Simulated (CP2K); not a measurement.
Two runs for the S L₂,₃ edge of 2-fluorothiazole. Run A: CP2K XAS_TDP, all-electron GAPW, PBEh(45%), aug-cc-pVDZ, TDA, ZORA, spin–orbit coupling. Run B differs in one setting.

First lines with a strength over 0.0003. A:

```
              atom  energy (eV)  states  strength, one atom
S6 (bonded to 2 C)       164.30       2              0.0021
                         164.49       1              0.0007
                         164.77       2              0.0005
                         164.93       1              0.0011
                         165.41       1              0.0017
```

B:

```
              atom  energy (eV)  states  strength, one atom
S6 (bonded to 2 C)       167.49       2              0.0020
                         167.67       1              0.0007
                         167.94       2              0.0005
                         168.11       1              0.0012
                         168.59       1              0.0017
```

**Question.** Which was it: GW2X switched on, the functional, the basis?

GW2X switched on. GW2X shifts the lines nearly together; each 2p level gets its own shift. The lowest line over the strength cut lies at 167.49 eV, against 164.30 eV (PBEh(45%), aug-cc-pVDZ).

[Banner, clock and machine lines of the logs are left out without a mark of their own.]

[Logs are printed without paths, hosts, clocks, repeated set-up lines and the standing remarks that a program may print on its own settings, such as how far it seeks lower states.]

[Hosts, paths, dates, database ids (printed as entryN), source tags and the programs' standing remarks are cut or masked in the printed files.]
